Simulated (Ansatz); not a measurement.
# A hypothetical structure for ZnSi3Pt, part 2 of 2

This structure for ZnSi3Pt is made up. Its elements were placed in a known structure type with a cell scaled to their sizes. What cell does the guess relax to, and how far off was it?

Ansatz 0.2.0; DFT, r2SCAN, plane-wave PAW, files of the set soft_1, scalar-relativistic, no spin, cell and ions relaxed at zero pressure; PAW set soft_1 (the session's first sound run).

So far: Starting point; Relaxing cell and atoms. The relaxed cell has a = 3.855, c = 10.750 Å (conventional setting).

## 3. Bands of the relaxed cell

With the geometry fixed, one more self-consistent run, with a narrower smearing and the mesh shown in its input, gives the bands, and its pressure, and its forces where symmetry allows any, show how far the geometry depends on these settings.

This step: DFT, r2SCAN, plane-wave PAW, files of the set soft_1, scalar-relativistic, no spin, bands and density of states at the relaxed cell; PAW set soft_1 (Ansatz 0.2.0).

Input file input.yaml:

```yaml
crystal:
  lattice:
    - [-1.9272923002, 1.9272923002, 5.3749615]
    - [1.9272923002, -1.9272923002, 5.3749615]
    - [1.9272923002, 1.9272923002, -5.3749615]
  atoms:
    - { symbol: Pt, position: [0.6213371755, 0.6213371755, 0.0] }
    - { symbol: Zn, position: [0.0358456349, 0.0358456349, 0.0] }
    - { symbol: Si, position: [0.2610508454, 0.7610508454, 0.5] }
    - { symbol: Si, position: [0.7610508454, 0.2610508454, 0.5] }
    - { symbol: Si, position: [0.4014154988, 0.4014154988, 0.0] }
kpoints:
  mp_grid: { grid: [12, 12, 12] }
  band_path:
    path:
      - [[0.0, 0.0, 0.0], [0.0, 0.0, 0.5], [-0.06428571, 0.06428571, 0.5], [-0.28214286, 0.28214286, 0.28214286], [0.0, 0.0, 0.0], [0.5, 0.5, -0.5], [0.28214286, 0.71785714, -0.28214286], [0.0, 0.5, 0.0], [0.25, 0.25, 0.25], [0.5, 0.5, -0.06428571], [0.5, 0.5, -0.5]]
      - [[0.0, 0.0, 0.5], [0.25, 0.25, 0.25]]
    npoints: 7
scf:
  occupations: { method: fermi_dirac, width: 0.03 }
  n_extra_bands: 9
hamiltonian:
  xc: r2scan
  pseudopotentials: { kind: paw, azcp: { folder: soft_1 } }
output:
  forces: true
  stress: true
  write_bands: true
  dos: { projected: true }
  write_density: true
  write_potential: true
  elf: true
  volumetric_format: npy
```

Run with:

```sh
$ ansatz run input.yaml --threads 4 --pin off --max-ram 8192MiB --backend cpu --events-out ev --progress --plain --runs-dir out
```

Numbers of over 12 decimals in the logs are rounded to 6 here.

The program printed:

```text
[...]
Crystal: 5 atoms, lattice volume = 79.860 Å³
Basis set: ecut = 500 eV, 1991 PW (Γ), exchange–correlation on 180×180×180 points (64 copies of the dense FFT grid, shifted against one another)
Bands: 30, of which v1, the nominal top of the filled ones, is band 21 counted from 1 (20 counted from 0)
Symmetry: 8 space group operations
[...]
k-points: 163 of 1728 (time reversal used)
[...]
SCF iter   1: F=—  HF=-17784.012148 eV  |F-HF|=—  |Δ(HF+E_count)|=         —  Δρ=1.18e-1  dr2=2.03e1  dr2_τ=9.24e-1  ethr=3.10e-3  ⟨swp⟩=6.7  Hψ=24843  notcnv=0  defer=1
[...]
SCF iter  10: F=-17781.235257 eV  HF=-17781.235257 eV  |F-HF|=3.39e-8  |Δ(HF+E_count)|=   3.00e-7  Δρ=6.99e-6  dr2=7.26e-8  dr2_τ=5.43e-9  ethr=2.38e-10  ⟨swp⟩=14.2  Hψ=39336  notcnv=0
SCF 1 converged in 10 iterations: F = -17781.235257 eV  dr2 = 7.26e-8
[...]
NSCF: frozen V_eff on 79 k-points
SCF converged after 10 iterations
Free energy (F): -17781.235257 eV
[...]
Internal energy: -17781.229933 eV  (E = F + TS)
E sigma→0 (E₀):  -17781.232595 eV
Entropy (-TS):   -0.005324 eV (-1.065 meV/atom)
Fermi energy:    12.262075 eV
[...]
--- Forces (eV/Å), atoms counted from 1 ---
  atom   1  Pt    -0.00000000    -0.00000000     0.00656501
  atom   2  Zn    -0.00000000     0.00000000    -0.01071713
  atom   3  Si    -0.00000000    -0.00000000     0.02426592
  atom   4  Si     0.00000000     0.00000000     0.02426592
  atom   5  Si    -0.00000000    -0.00000000    -0.04431176
  max |Σ_I F_I| component: 6.79e-5 eV/Å
--- Stress (GPa, compression-positive) ---
        0.040567       0.000000      -0.000000
        0.000000       0.040567      -0.000000
       -0.000000       0.000000      -0.042818
  P = ⅓ Tr σ = 0.0128 GPa (0.128 kbar)
--- Band table (eV; the first three rows and the last of 163) ---
  k-point 0: bands = [... 17 lower, 9.9200, 9.9200, 10.0421, 12.0046, 12.1800, 12.1800, 14.8456, 16.2866, ... 5 higher]
  k-point 1: bands = [... 17 lower, 9.2129, 9.6018, 11.0400, 11.5080, 11.9452, 12.8839, 15.3522, 16.6665, ... 5 higher]
  k-point 2: bands = [... 17 lower, 8.7236, 9.1076, 10.8649, 10.9845, 12.8131, 13.6574, 14.7565, 17.3888, ... 5 higher]
  k-point 162: bands = [... 17 lower, 8.5991, 9.9263, 10.3399, 13.1269, 14.3715, 15.3032, 15.3032, 15.8283, ... 5 higher]
```

Wall time 30 s (4 threads of Arm Neoverse V2, shared host); peak memory 0.94 GiB.

This step gave:

```
free energy             : -17781.2353 eV
energy at zero smearing : -17781.2326 eV
smearing term TS        : 0.005324 eV
pressure                : 0.01277 GPa
```

bands.tsv at the labelled points (eV, zero at the Fermi level; the bands that come nearest the Fermi level along the path):

```
point  band 18  band 19  band 20  band 21  band 22  band 23  band 24  band 25
    Γ    -2.34    -2.34    -2.22    -0.26    -0.08    -0.08     2.58     4.02
    X    -4.13    -4.09    -2.66    -2.04    -0.95     0.95     1.86     4.80
    Y    -4.25    -3.93    -2.26    -1.83    -0.69     0.99     1.89     4.37
    S    -3.29    -2.36    -2.28    -0.08     0.66     1.22     2.71     3.68
    Γ    -2.34    -2.34    -2.22    -0.26    -0.08    -0.08     2.58     4.02
    Z    -3.66    -2.34    -1.92     0.86     2.11     3.04     3.04     3.57
   S1    -3.29    -2.36    -2.28    -0.08     0.66     1.22     2.71     3.68
    N    -4.00    -2.15    -2.01    -0.18     0.50     0.59     2.91     4.00
    P    -4.13    -2.93    -2.93    -2.86    -0.70     1.84     3.00     3.07
   Y1    -4.25    -3.93    -2.26    -1.83    -0.69     0.99     1.89     4.37
    Z    -3.66    -2.34    -1.92     0.86     2.11     3.04     3.04     3.57
    X    -4.13    -4.09    -2.66    -2.04    -0.95     0.95     1.86     4.80
    P    -4.13    -2.93    -2.93    -2.86    -0.70     1.84     3.00     3.07
```

States per cell as run, both spins, in windows of 1 eV, from dos.tsv (zero at the Fermi level):

```
from  to  total
  -8  -7  10.32
  -7  -6   2.99
  -6  -5   4.27
  -5  -4   2.98
  -4  -3   2.36
  -3  -2   1.99
  -2  -1   1.40
  -1   0   1.68
   0   1   1.66
   1   2   1.99
   2   3   1.81
   3   4   2.42
   4   5   2.62
```

A further 14.1 states lie below the table's range.

Valence density in the ab plane of the cell as run, not the conventional one, at fractional z = 0.000, with atoms of Pt and Zn and Si within 0.2 Å of it. It is the smooth field of the valence electrons, not physical close to the nuclei.

Ten steps, logarithmic in the rise over the least value, from '0' (0 e/Å³) to '9' (28 e/Å³), each cell a mean:
```
57631001111000002
13321011111000000
01111112222100000
00000113454210000
00000013566521000
00000112577752100
00111112467764211
11111112246765211
11111111224554211
11111100122233211
00011100111111110
00000111111101100
00000011111000111
21000011111000123
64100001111000136
98410001110000137
99620001110000015
```
Columns run along a (6.0 Å), rows up along b (6.0 Å). Atoms in or near the plane, at fractional coordinates: Pt at (0.62, 0.62), Zn at (0.04, 0.04), Si at (0.40, 0.40).

Electrostatic potential energy in the ab plane of the cell as run, not the conventional one, at fractional z = 0.000, with atoms of Pt and Zn and Si within 0.2 Å of it. With pseudopotentials it is smooth inside the atoms' cores, unlike the true potential.

Ten even steps from '0' (-57 eV) to '9' (14 eV), each cell a mean:
```
31259999999999997
75568999999999999
99889998889999999
99999997545899999
99999997201389999
99999998300038999
99998888610015999
99986567851004899
99986455786325899
99997476578877899
99998557568999999
99999854458999999
99999987668999989
78999999889999865
25899999999999852
01589999999999951
00279999999999973
```
Columns run along a (6.0 Å; values clipped at the 3rd and 97th percentile), rows up along b (6.0 Å). Atoms in or near the plane, at fractional coordinates: Pt at (0.62, 0.62), Zn at (0.04, 0.04), Si at (0.40, 0.40).

ELF in the ab plane of the cell as run, not the conventional one, at fractional z = 0.000, with atoms of Pt and Zn and Si within 0.2 Å of it. It is the smooth field of the valence electrons, not physical close to the nuclei.

Values, 9 rows by 16 columns, each cell a mean:
```
0.11 0.06 0.07 0.15 0.18 0.28 0.35 0.41 0.47 0.46 0.33 0.17 0.09 0.10 0.16 0.17
0.16 0.17 0.17 0.18 0.24 0.33 0.33 0.36 0.38 0.36 0.34 0.28 0.16 0.08 0.07 0.12
0.18 0.23 0.29 0.35 0.44 0.44 0.34 0.44 0.55 0.56 0.53 0.41 0.30 0.27 0.20 0.16
0.40 0.45 0.53 0.58 0.59 0.66 0.62 0.44 0.47 0.58 0.59 0.56 0.44 0.33 0.42 0.42
0.50 0.51 0.60 0.67 0.52 0.39 0.56 0.70 0.60 0.44 0.45 0.51 0.47 0.33 0.37 0.49
0.34 0.31 0.34 0.45 0.49 0.34 0.41 0.45 0.58 0.69 0.50 0.36 0.35 0.33 0.32 0.34
0.17 0.14 0.11 0.13 0.24 0.40 0.50 0.52 0.53 0.60 0.58 0.43 0.31 0.23 0.20 0.18
0.08 0.13 0.13 0.10 0.11 0.22 0.42 0.58 0.63 0.58 0.44 0.29 0.21 0.17 0.13 0.06
0.00 0.01 0.09 0.15 0.16 0.23 0.36 0.48 0.52 0.45 0.32 0.19 0.15 0.17 0.15 0.04
```
Columns run along a (6.0 Å), rows up along b (6.0 Å). Atoms in or near the plane, at fractional coordinates: Pt at (0.62, 0.62), Zn at (0.04, 0.04), Si at (0.40, 0.40).

## 4. Summary of results

```yaml
space_group_relaxed: I4mm
conventional_cell: a = 3.855, b = 3.855, c = 10.750 Å; α = 90.0°, β = 90.0°, γ = 90.0°
volume_per_atom: 15.97 Å³ (guess 13.24)
```

**Reading.** ZnSi3Pt relaxes to I4mm with a = 3.855, b = 3.855 and c = 10.750 Å. The guessed volume was 17 % too small. The space group I4mm was held in the relaxation, so the end point is a stationary structure within it and may be a saddle against distortions or other arrangements. Bands cross the Fermi level, so it is a metal or semimetal at this level. On the 12×12×12 mesh with the narrower smearing (relaxed on 10×10×10) the largest force component is 0.044 eV/Å and the largest stress component is 0.043 GPa, against the relaxation's thresholds of 0.015 eV/Å and 0.05 GPa. The cutoff wasn't tested. A vector of the cell changed its length by 15 %, more than the volume shows. Spin-orbit coupling is left out, which can matter for elements this heavy. No dispersion term is used, so weakly bound directions may come out too long. The runs have no spin, and magnetism wasn't tested. Nothing here tests whether the compound is stable against decomposition.

[Logs are printed without paths, hosts, clocks, repeated set-up lines and the standing remarks that a program may print on its own settings, such as how far it seeks lower states.]

[Hosts, paths, dates, database ids (printed as entryN), source tags and the programs' standing remarks are cut or masked in the printed files.]
